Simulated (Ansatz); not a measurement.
Two G0W0 runs on Si3N4 (P6_3/m).

Symmetry: P6_3/m, No. 176, hexagonal system. The conventional cell has a = 7.604 Å, b = 7.604 Å, c = 2.906 Å, α = 90.00°, β = 90.00°, γ = 120.00°. Si has 4 N at 1.73 to 1.74 Å nearest. N has 3 Si at 1.74 Å nearest. N has 3 Si at 1.73 Å nearest. Farther neighbours and most contacts between anions are not listed.

```
Si N
1.0
     7.60440    0.00000    0.00000
    -3.80220    6.58560    0.00000
     0.00000    0.00000    2.90630
Si N
6 8
Direct
  0.76848 0.17456 0.25000
  0.59392 0.76848 0.75000
  0.82544 0.59392 0.25000
  0.23152 0.82544 0.75000
  0.40608 0.23152 0.25000
  0.17456 0.40608 0.75000
  0.03050 0.33024 0.25000
  0.70026 0.03050 0.75000
  0.66976 0.70026 0.25000
  0.96950 0.66976 0.75000
  0.29974 0.96950 0.25000
  0.33024 0.29974 0.75000
  0.66667 0.33333 0.25000
  0.33333 0.66667 0.75000
```

The cell and positions come from the Crystallography Open Database and are kept as given unless a step says otherwise.

The first (Ansatz 0.2.0; start LDA, 6×6×6 mesh, 489 empty bands, screening to 130 eV, hard PAW files; 1 × NVIDIA GB200 (shared by 2 runs) with 16 threads of Arm Neoverse V2, shared host) gave, on its mesh: starting gap 4.15 eV, G0W0 gap 5.99 eV, RPA ε∞ (mean) 4.12, 4 min.

The second gave: starting gap 4.15 eV, G0W0 gap 6.16 eV, RPA ε∞ (mean) 4.11, 11 min.

Q: What was changed in the input? Choose among start, files, mesh, bands and cutoff, frequency model or another key.

Changed: empty bands from 489 to 1005 and screening cutoff (eV) from 130.0 to 210.0. The starting gap stayed, which rules out the functional and points to the GW step. Other changes could give like numbers; this is the one that was made.

Limits: not at the basis limit.

[Paths, hosts, dates, memory and timing lines, banners, echoed tables and standing remarks are left out of the program output.]

[Logs are printed without paths, hosts, clocks, repeated set-up lines and the standing remarks that a program may print on its own settings, such as how far it seeks lower states.]

[Runs of the session that timed out or met a known fault of the program may be left out.]

[Cells called generated may have been cut or substituted from an entry of the Crystallography Open Database or the Materials Project.]

[Hosts, paths, dates, database ids (printed as entryN), source tags and the programs' standing remarks are cut or masked in the printed files.]
